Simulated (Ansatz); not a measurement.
# N on Mo(110): change of the work function, part 3 of 3

Aim: the work function of Mo(110) at several coverages of N (hollow site), and the dipole that each adsorbate carries.

Ansatz 0.2.0; plane-wave DFT, PBE, Ansatz PAW.

So far, work function, upper face (eV): step 2 (the clean slab) 4.60; step 3 (37 atoms, coverage 0.111 ML, cell 3x3) 4.73; step 4 (17 atoms, coverage 0.25 ML, cell 2x2) 4.92; step 5 (18 atoms, coverage 0.5 ML, cell 2x2) 5.54.

## (6) Adsorbate added, k-mesh 12×12×1, coverage 1 ML (continued)

Step by step:

```
step  energy less that of the first step (eV)  largest force component (eV/Å)
   1                                   0.0000                          4.7013
   2                                  -1.6604                          4.0690
   3                                  -2.2762                          1.7327
   4                                  -2.4297                          0.8268
   5                                  -2.4791                          0.2450
   6                                  -2.4890                          0.0133
```

Forces are held to the 2 operations that the program found; a distortion that breaks them can't arise in this run.

The atoms that moved most (Å):

```
atom     dx     dy      dz  length
  N5  0.305  0.000  -0.549   0.628
 Mo4  0.104  0.000   0.185   0.212
 Mo3  0.009  0.000  -0.010   0.013
```

Final coordinates:

```xyz
5
Lattice="2.2274 -1.5750 0.0000 2.2274 1.5750 0.0000 0.0000 0.0000 26.3772" Properties=species:S:1:pos:R:3
Mo    0.0000    0.0000    9.0000
Mo    2.2274    0.0000   11.2274
Mo    0.0087    0.0000   13.4674
Mo    2.3315    0.0000   15.8082
N     4.0474    0.0000   16.8286
```

Running mean over 2.227 Å of the planar mean; the ramp of the sawtooth is left out. The electron's electrostatic potential energy less the Fermi level by z:

```
z (Å)  electron's electrostatic potential energy less the Fermi level (eV)
  3.5                                                                 4.58
  4.0                                                                 4.58
  4.5                                                                 4.58
  5.0                                                                 4.57
  5.5                                                                 4.54
  6.0                                                                 4.45
  6.5                                                                 4.13
  7.0                                                                 3.12
  7.5                                                               -0.170
  8.0                                                                -5.99
  8.5                                                                -10.8
  9.0                                                                -12.4
  9.5                                                                -12.6
 10.0                                                                -12.6
 10.5                                                                -12.7
 11.0                                                                -12.8
 11.5                                                                -12.7
 12.0                                                                -12.6
 12.5                                                                -12.5
 13.0                                                                -12.6
 13.5                                                                -12.5
 14.0                                                                -12.1
 14.5                                                                -11.5
 15.0                                                                -12.0
 15.5                                                                -13.8
 16.0                                                                -15.6
 16.5                                                                -13.3
 17.0                                                                -7.18
 17.5                                                                -1.13
 18.0                                                                 3.34
 18.5                                                                 5.79
 19.0                                                                 6.30
 19.5                                                                 6.38
 20.0                                                                 6.40
 20.5                                                                 6.40
 21.0                                                                 6.40
 21.5                                                                 6.40
 22.0                                                                 6.40
 22.5                                                                 6.40
 23.0                                                                 6.40
```

The relaxation took 6 steps and lowered the energy by 2.5 eV; the largest force on the free atoms ends at 0.013 eV/Å.

The covered face has 6.40 eV, +1.80 eV against the clean one; the bare back face has moved by -0.11 eV, a measure of how thin the slab is.

## (7) Work function against coverage

This step: plane-wave DFT, PBE, Ansatz PAW; work function against coverage (Ansatz 0.2.0).

The runs are now put side by side.

Numbers from this step:

* work function of the clean face: 4.598 eV
* largest change of the work function: 1.801 eV

The work function of the covered face by coverage:

```
coverage (adsorbates/nm²)  work function of the covered face (eV)
                     0.00                                    4.60
                     1.58                                    4.73
                     3.56                                    4.92
                     7.13                                    5.54
                    14.25                                    6.40
```

The dipole per adsorbate comes from the change of the cell's dipole. Coverage, by row:

```
coverage (1/nm²)  coverage (ML)  work function (eV)  change (eV)  dipole per adsorbate, positive end outwards (debye)  mean height of the added atoms over the highest substrate atom (Å)
           1.583         0.1111               4.729       0.1304                                               -0.273                                                               1.077
           3.563           0.25               4.924       0.3254                                               -0.299                                                               1.071
           7.126            0.5               5.543       0.9446                                               -0.391                                                               1.031
           14.25              1               6.399        1.801                                               -0.357                                                                1.02
```

## (8) Results

```
work function of the clean face                        : 4.60 eV
work function at 0.11 ML                               : 4.73 eV
work function at 0.25 ML                               : 4.92 eV
work function at 0.5 ML                                : 5.54 eV
work function at 1 ML                                  : 6.40 eV
dipole per adsorbate at 0.11 ML, positive end outwards : -0.27 D
```

In words: At the lowest coverage N changes the work function of Mo(110) by under 0.15 eV, within the error of so thin a slab; the largest change, +1.80 eV, comes at higher coverage. The slab has 4 layers, at the tabulated experimental lattice constant, one starting site was run, and quantum-size effects of a slab this thin can reach one or two tenths of an eV.

[Long decimals in the printed logs are rounded to 6 places.]

[Logs are printed without paths, hosts, clocks, repeated set-up lines and the standing remarks that a program may print on its own settings, such as how far it seeks lower states.]

[Hosts, paths, dates, database ids (printed as entryN), source tags and the programs' standing remarks are cut or masked in the printed files.]

[Maps of the electrostatic potential energy from Ansatz leave out the sawtooth potential of an applied field or a dipole correction, so their vacuum need not be flat; planar profiles and work functions include it.]
